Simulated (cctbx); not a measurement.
# A crystallographic session in cctbx: LiSnN4O12

Library: cctbx 2025.11. The data are simulated by the first script.

## 1. Simulate the data

run.py:

```python
from cctbx import adptbx, crystal, miller, sgtbx, xray
from cctbx.array_family import flex
from iotbx.shelx import hklf
from scitbx import matrix
import scitbx.random

cs = crystal.symmetry(unit_cell=(12.597, 8.116, 9.56, 90, 90, 90), space_group_symbol='Hall: -P 2n 2ab')  # Pbcn
atoms = [  # label, site, U (iso, or U11 U22 U33 U12 U13 U23 in A^2), occupancy
    ("Sn1", (0.5, 0.8854, 0.75), 0.0185, 1),
    ("O1", (0.9374, 0.819, 0.3688), 0.0286, 1),
    ("O2", (0.9177, 0.5488, 0.8872), 0.0279, 1),
    ("O3", (0.907, 0.914, 0.62), 0.0293, 1),
    ("O4", (0.8603, 0.6186, 0.1224), 0.0356, 1),
    ("O5", (0.8239, 0.6547, 0.5201), 0.0318, 1),
    ("O6", (0.7699, 0.9177, 0.4375), 0.0265, 1),
    ("N1", (0.8682, 0.8233, 0.4947), 0.0338, 1),
    ("N2", (0.8405, 0.5322, 0.9914), 0.0336, 1),
    ("Li1", (0.5, 0.5083, 0.25), 0.0395, 1),
]
xs = xray.structure(crystal_symmetry=cs)
for label, site, u, occ in atoms:
    u = adptbx.u_cif_as_u_star(cs.unit_cell(), u) if isinstance(u, tuple) else u
    xs.add_scatterer(xray.scatterer(label, site=site, u=u, occupancy=occ))
xs.set_inelastic_form_factors(1.54184, "sasaki")
xs.show_summary()
p1 = xs.expand_to_p1()
ms = miller.build_set(p1, anomalous_flag=True, d_min=0.8)
flex.set_random_seed(200792)
scitbx.random.set_random_seed(200792)
ms = ms.select(flex.random_double(ms.size()) < 0.8)
i = ms.structure_factors_from_scatterers(p1, algorithm="direct").f_calc().as_intensity_array().data()
i = i * 20000 / flex.max(i)
sig = flex.sqrt(i + flex.pow2(0.02 * i) + 4 ** 2)
noise = scitbx.random.variate(scitbx.random.normal_distribution())(i.size())
data = ms.array(data=i + sig * noise, sigmas=sig).set_observation_type_xray_intensity()
with open("data.hkl", "w") as f:
    data.export_as_shelx_hklf(f)
print("reflections written:", data.size(), " <I/sigma> = %.1f" % flex.mean(data.data() / data.sigmas()))
for h, a, b in list(data.sort("data"))[:12]:
    print("%4d%4d%4d %9.1f %7.1f" % (h + (a, b)))
```

```console
$ python run.py
```

```text
Number of scatterers: 10
At special positions: 2
Unit cell: (12.597, 8.116, 9.56, 90, 90, 90)
Space group: P b c n (No. 60)
reflections written: 6402  <I/sigma> = 12.8
  -2   0  -2   19932.7   424.3
  -2   0   2   19814.5   424.3
   2   0   2   19619.7   424.3
   2   0  -2   19301.2   424.3
  -6   0  -4   13205.6   286.0
   6   0   4   13114.5   286.0
   4   0   2   12223.9   267.8
  -4   0   2   11901.2   267.8
   4   0  -2   11813.2   267.8
   0  -4   0   11573.2   256.3
   0   4   0   11570.5   256.3
   0  -2   3    9719.4   216.5
```

It took 0.22 s on 1 thread of Arm Neoverse V2, on a shared host, peak memory 0.07 GiB.

## 2. Symmetry

run.py:

```python
from cctbx import crystal, sgtbx, statistics
from cctbx.array_family import flex
from iotbx.shelx import hklf

p1 = crystal.symmetry(unit_cell=(12.597, 8.116, 9.56, 90, 90, 90), space_group_symbol="P 1")
raw = hklf.reader(file_name="data.hkl").as_miller_arrays(crystal_symmetry=p1, anomalous=True)[0]
print(raw.size(), "reflections to d = %.3f A" % raw.d_min())
isig = raw.data() / raw.sigmas()
print("centring   violations  <I/sigma> of those")
best = "P"
for c in "ABCIRF":
    a = raw.customized_copy(space_group_info=sgtbx.space_group_info("Hall: %s 1" % c)).sys_absent_flags().data()
    m = flex.mean(isig.select(a))
    print("%5s %10d of %5d %8.1f" % (c, (isig.select(a) > 4).count(True), a.count(True), m))
    if (isig.select(a) > 4).count(True) < 0.01 * a.count(True):
        best = c
raw = raw.select(~raw.customized_copy(space_group_info=sgtbx.space_group_info("Hall: %s 1" % best)).sys_absent_flags().data())
isig = raw.data() / raw.sigmas()
rows = []
for s in sgtbx.space_group_symbol_iterator():
    g = sgtbx.space_group(s)
    if g.conventional_centring_type_symbol() != best or not g.is_compatible_unit_cell(p1.unit_cell(), 1e-3, 0.02):
        continue
    rows.append((s, g))
print("Laue class    unique    Rint  (classes that these axes allow; Friedel mates merged)")
rint = {}
for s, g in rows:
    laue = g.build_derived_patterson_group()
    key = laue.type().hall_symbol()
    if key not in rint:
        m = raw.customized_copy(space_group_info=laue.info(), anomalous_flag=False).merge_equivalents()
        rint[key] = m.r_int()
        print("%-14s %6d %7.3f" % (laue.type().lookup_symbol(), m.array().size(), m.r_int()))
floor = min(rint.values())
good = [(s, g) for s, g in rows if rint[g.build_derived_patterson_group().type().hall_symbol()] < 2 * floor + 0.03]
top = max(g.build_derived_patterson_group().order_z() for s, g in good)
print("space group    extra absences  I>4sigma  <I/sigma>")
for s, g in good:
    laue = g.build_derived_patterson_group()
    if laue.order_z() != top:
        continue
    a = raw.customized_copy(space_group_info=g.info()).sys_absent_flags().data()
    a &= ~raw.customized_copy(space_group_info=laue.info()).sys_absent_flags().data()
    bad = (isig.select(a) > 4).count(True)
    if bad <= 0.03 * a.count(True):
        print("%-16s %8d %10d %9s  %s" % (s.universal_hermann_mauguin(), a.count(True), bad, "%.1f" % flex.mean(isig.select(a)) if a.count(True) else "-", "centric" if g.is_centric() else "acentric"))
laue = max(good, key=lambda t: t[1].build_derived_patterson_group().order_z())[1].build_derived_patterson_group()
f = raw.customized_copy(space_group_info=laue.info(), anomalous_flag=False).merge_equivalents().array().eliminate_sys_absent().f_sq_as_f()
f.set_observation_type_xray_amplitude()
bins = max(3, min(8, f.size() // 12))
f.setup_binner(n_bins=bins)
w = statistics.wilson_plot(f, {e: n / laue.order_z() for e, n in {'Sn': 4.0, 'O': 48.0, 'N': 16.0, 'Li': 4.0}.items()}, e_statistics=True)
print("Wilson B = %.2f A^2   <|E^2-1|> = %.3f (0.968 centric, 0.736 acentric)   E^2>4: %.1f %%" % (w.wilson_b, w.mean_e_sq_minus_1, w.percent_e_sq_gt_2))
print("shell (A)         n   <I/sigma>")
m = raw.customized_copy(space_group_info=laue.info(), anomalous_flag=False).merge_equivalents().array().eliminate_sys_absent()
for b in m.setup_binner(n_bins=bins).range_used():
    sel = m.binner().selection(b)
    print("%5.2f - %4.2f %6d %8.1f" % (min(m.binner().bin_d_range(b)[0] if m.binner().bin_d_range(b)[0] > 0 else 99, 99), m.binner().bin_d_range(b)[1], sel.count(True), flex.mean((m.data() / m.sigmas()).select(sel))))
```

```console
$ python run.py
```

```text
6402 reflections to d = 0.800 A
centring   violations  <I/sigma> of those
    A       2012 of  3189     12.9
    B       1910 of  3187     12.6
    C       1070 of  3214      4.1
    I       1944 of  3228     12.5
    R       2651 of  4272     13.0
    F       2496 of  4795      9.9
Laue class    unique    Rint  (classes that these axes allow; Friedel mates merged)
P -1             3861   0.021
P 1 2/m 1        2139   0.025
P 1 1 2/m        2119   0.024
P 2/m 1 1        2093   0.024
P m m m          1191   0.027
space group    extra absences  I>4sigma  <I/sigma>
P 2 2 2                 0          0         -  acentric
P 2 2 21               10          0       0.7  acentric
P 21 2 2               15          0      -0.0  acentric
P 2 21 2                8          0       0.3  acentric
P 21 21 2              23          0       0.1  acentric
P 2 21 21              18          0       0.5  acentric
P 21 2 21              25          0       0.2  acentric
P 21 21 21             33          0       0.2  acentric
P m m 2                 0          0         -  acentric
P 2 m m                 0          0         -  acentric
P m 2 m                 0          0         -  acentric
P m c 21              241          0      -0.0  acentric
P b 21 m              159          0      -0.1  acentric
P b m 2               159          0      -0.1  acentric
P 2 c m               241          0      -0.0  acentric
P b c 21              400          0      -0.0  acentric
P b 2 n               353          0      -0.0  acentric
P 21 m n              202          0       0.1  acentric
P m 21 n              202          0       0.1  acentric
P 21 c n              443          0       0.0  acentric
P m m m                 0          0         -  centric
P b m m               159          0      -0.1  centric
P m c m               241          0      -0.0  centric
P b m n               353          0      -0.0  centric
P b c m               400          0      -0.0  centric
P m m n :1            202          0       0.1  centric
P m m n :2            202          0       0.1  centric
P b c n               594          0      -0.0  centric
P m c n               443          0       0.0  centric
Wilson B = 1.47 A^2   <|E^2-1|> = 0.999 (0.968 centric, 0.736 acentric)   E^2>4: 1.2 %
shell (A)         n   <I/sigma>
12.60 - 1.60    171     36.6
 1.60 - 1.27    156     32.3
 1.27 - 1.11    151     29.8
 1.11 - 1.01    145     28.2
 1.01 - 0.94    139     23.7
 0.94 - 0.88    144     22.7
 0.88 - 0.84    143     18.3
 0.84 - 0.80    142     19.9
```

Time: 0.32 s.

## 3. Patterson map

run.py:

```python
from cctbx import crystal, maptbx
from iotbx.shelx import hklf

cs = crystal.symmetry(unit_cell=(12.597, 8.116, 9.56, 90, 90, 90), space_group_symbol='Hall: -P 2n 2ab')  # Pbcn
raw = hklf.reader(file_name="data.hkl").as_miller_arrays(crystal_symmetry=cs, anomalous=True)[0]
merged = raw.eliminate_sys_absent().merge_equivalents()
fo2 = merged.array().set_observation_type_xray_intensity()
f = fo2.average_bijvoet_mates().f_sq_as_f()
pm = f.patterson_map(symmetry_flags=maptbx.use_space_group_symmetry, sharpening=False, resolution_factor=0.25)
peaks = pm.peak_search(parameters=maptbx.peak_search_parameters(min_distance_sym_equiv=0.4, max_clusters=14)).all()
top = peaks.heights()[0]
print("Patterson group", f.patterson_symmetry().space_group_info())
print("      u       v       w   height  length (A)")
for x, h in zip(peaks.sites(), peaks.heights()):
    y = [t - round(t) for t in x]
    print("%7.3f %7.3f %7.3f %8.1f %8.2f" % (x + (1000 * h / top, cs.unit_cell().length(y))))
```

```console
$ python run.py
```

```text
Patterson group P m m m
      u       v       w   height  length (A)
  0.000   0.000   0.000   1000.0     0.00
  0.500   0.500   0.000    874.1     7.49
  0.000   0.230   0.500    464.6     5.13
  0.500   0.271   0.500    438.5     8.21
  0.138   0.000   0.128     72.9     2.12
  0.360   0.500   0.124     65.9     6.20
  0.072   0.183   0.124     63.2     2.11
  0.268   0.000   0.313     62.6     4.51
  0.431   0.316   0.122     61.6     6.11
  0.174   0.000   0.267     61.1     3.36
  0.326   0.452   0.268     58.6     6.08
  0.407   0.000   0.130     57.9     5.27
  0.091   0.500   0.133     56.7     4.40
  0.232   0.500   0.310     55.9     5.81
```

Time: 0.2 s.

## 4. Charge flipping

run.py:

```python
import itertools
from cctbx import crystal, maptbx
from cctbx.array_family import flex
from iotbx.shelx import hklf
from smtbx.ab_initio import charge_flipping as cf

cs = crystal.symmetry(unit_cell=(12.597, 8.116, 9.56, 90, 90, 90), space_group_symbol='Hall: -P 2n 2ab')  # Pbcn
raw = hklf.reader(file_name="data.hkl").as_miller_arrays(crystal_symmetry=cs, anomalous=True)[0]
merged = raw.eliminate_sys_absent().merge_equivalents()
fo2 = merged.array().set_observation_type_xray_intensity()
f = fo2.average_bijvoet_mates().f_sq_as_f().resolution_filter(d_min=0.9)
p1 = f.expand_to_p1()
work = p1
flex.set_random_seed(2518)
it = cf.weak_reflection_improved_iterator(delta=None, weak_reflection_fraction=0.3)
it.start(work, phases=flex.random_double(p1.size()) * 6.2832, f_000=0)
it.delta = 0.9 * it.rho_map.sigma()
print("cycle      R  skewness")
for n, st in enumerate(itertools.islice(it, 300)):
    if n % 25 == 0:
        print("%5d %6.3f %8.2f" % (n, st.r1_factor(), st.rho_map.skewness()))
rho = p1.phase_transfer(it.f_calc).fft_map().apply_volume_scaling()
polish = cf.low_density_elimination_iterator(constant_rho_c=rho.sigma())
polish.start(f_obs=p1, phases=it.f_calc, f_000=0)
for _ in range(8):
    next(polish)
print("origin shift          correlation  skewness")
maps = []
for fc, shift, cc in itertools.islice(cf.f_calc_symmetrisations(f, polish.f_calc, 0), 4):
    m = f.phase_transfer(fc).fft_map(symmetry_flags=maptbx.use_space_group_symmetry, resolution_factor=0.25).apply_sigma_scaling()
    maps.append((m.skewness(), cc, m))
    print("%6.3f %6.3f %6.3f %10.3f %9.2f" % (tuple(shift) + (cc, m.skewness())))
skew, cc, m = max((t for t in maps if t[1] > maps[0][1] - 0.04), key=lambda t: t[0])
print("taken: symmetry correlation %.3f, skewness %.2f" % (cc, skew))
peaks = m.peak_search(parameters=maptbx.peak_search_parameters(min_distance_sym_equiv=0.9, max_clusters=15)).all()
sps = cs.special_position_settings(min_distance_sym_equiv=0.5)
print("peak      x       y       z  mult  height/sigma")
for k, (x, h) in enumerate(zip(peaks.sites(), peaks.heights())):
    ss = sps.site_symmetry(x)
    print("Q%-3d %7.4f %7.4f %7.4f %4d %8.1f" % ((k + 1,) + tuple(t % 1 for t in ss.exact_site()) + (ss.multiplicity(), h)))
```

```console
$ python run.py
```

```text
cycle      R  skewness
    0  0.619     0.38
   25  0.441     1.99
   50  0.429     2.10
   75  0.433     2.10
  100  0.428     2.15
  125  0.436     2.20
  150  0.435     2.22
  175  0.438     2.33
  200  0.433     2.35
  225  0.428     2.35
  250  0.441     2.41
  275  0.447     2.66
origin shift          correlation  skewness
 0.485  0.395  0.153      0.732      0.93
 0.237  0.104  0.151      0.731      0.80
 0.168  0.337  0.431      0.720      0.77
 0.486  0.146  0.151      0.734      0.79
taken: symmetry correlation 0.732, skewness 0.93
peak      x       y       z  mult  height/sigma
Q1    0.1740  0.3940  0.0121    8      6.5
Q2    0.2134  0.1194  0.5382    8      6.0
Q3    0.0000  0.4831  0.7500    4      5.4
Q4    0.1210  0.3864  0.7518    8      4.8
Q5    0.2180  0.1285  0.9596    8      4.6
Q6    0.0009  0.3748  0.1007    8      3.8
Q7    0.1752  0.3907  0.4913    8      3.7
Q8    0.0925  0.0120  0.1360    8      3.5
Q9    0.0914  0.0306  0.3627    8      3.2
Q10   0.1629  0.0411  0.6303    8      2.9
Q11   0.0106  0.3451  0.7980    8      2.9
Q12   0.0826  0.4960  0.9945    8      2.8
Q13   0.1083  0.3496  0.9263    8      2.6
Q14   0.2386  0.1294  0.2925    8      2.4
Q15   0.1639  0.0461  0.8755    8      2.4
```

Time: 0.42 s.

## 5. Charge flipping

run.py, as its changes from the last script of this kind:

```diff
@@ -13,2 +13,3 @@
-work = p1
-flex.set_random_seed(2518)
+p1.setup_binner_counting_sorted(reflections_per_bin=max(40, p1.size() // 12))
+work = p1.array(data=p1.data() / p1.amplitude_quasi_normalisations().data())
+flex.set_random_seed(2519)
@@ -19,2 +20,2 @@
-for n, st in enumerate(itertools.islice(it, 300)):
-    if n % 25 == 0:
+for n, st in enumerate(itertools.islice(it, 600)):
+    if n % 50 == 0:
```

```console
$ python run.py
```

```text
cycle      R  skewness
    0  0.627     0.17
   50  0.438     1.86
  100  0.420     1.87
  150  0.443     2.01
  200  0.438     2.00
  250  0.432     2.01
  300  0.437     2.03
  350  0.435     1.99
  400  0.444     2.10
  450  0.434     2.12
  500  0.442     2.12
  550  0.438     2.10
origin shift          correlation  skewness
 0.411  0.026  0.256      0.780      1.78
 0.165  0.029  0.253      0.777      1.85
 0.415  0.269  0.253      0.778      1.70
 0.159  0.268  0.261      0.773      3.52
taken: symmetry correlation 0.773, skewness 3.52
peak      x       y       z  mult  height/sigma
Q1    0.0000  0.1264  0.7500    4     17.9
Q2    0.1256  0.2935  0.2467    8      5.5
Q3    0.2192  0.3717  0.9240    8      4.3
Q4    0.1210  0.0775  0.7571    8      3.9
Q5    0.1962  0.1016  0.4962    8      3.9
Q6    0.0000  0.3645  0.2500    4      3.6
Q7    0.1922  0.3833  0.7470    8      3.0
Q8    0.9988  0.2274  0.6549    8      2.7
Q9    0.9982  0.4514  0.1688    8      2.6
Q10   0.1335  0.4281  0.1017    8      2.6
Q11   0.0307  0.3937  0.5201    8      2.5
Q12   0.1494  0.4705  0.2577    8      2.4
Q13   0.1908  0.1128  0.0204    8      2.4
Q14   0.2210  0.3736  0.5735    8      2.4
Q15   0.1365  0.4290  0.3922    8      2.2
```

Time: 0.57 s.

[Logs are printed without paths, hosts, clocks, repeated set-up lines and the standing remarks that a program may print on its own settings, such as how far it seeks lower states.]
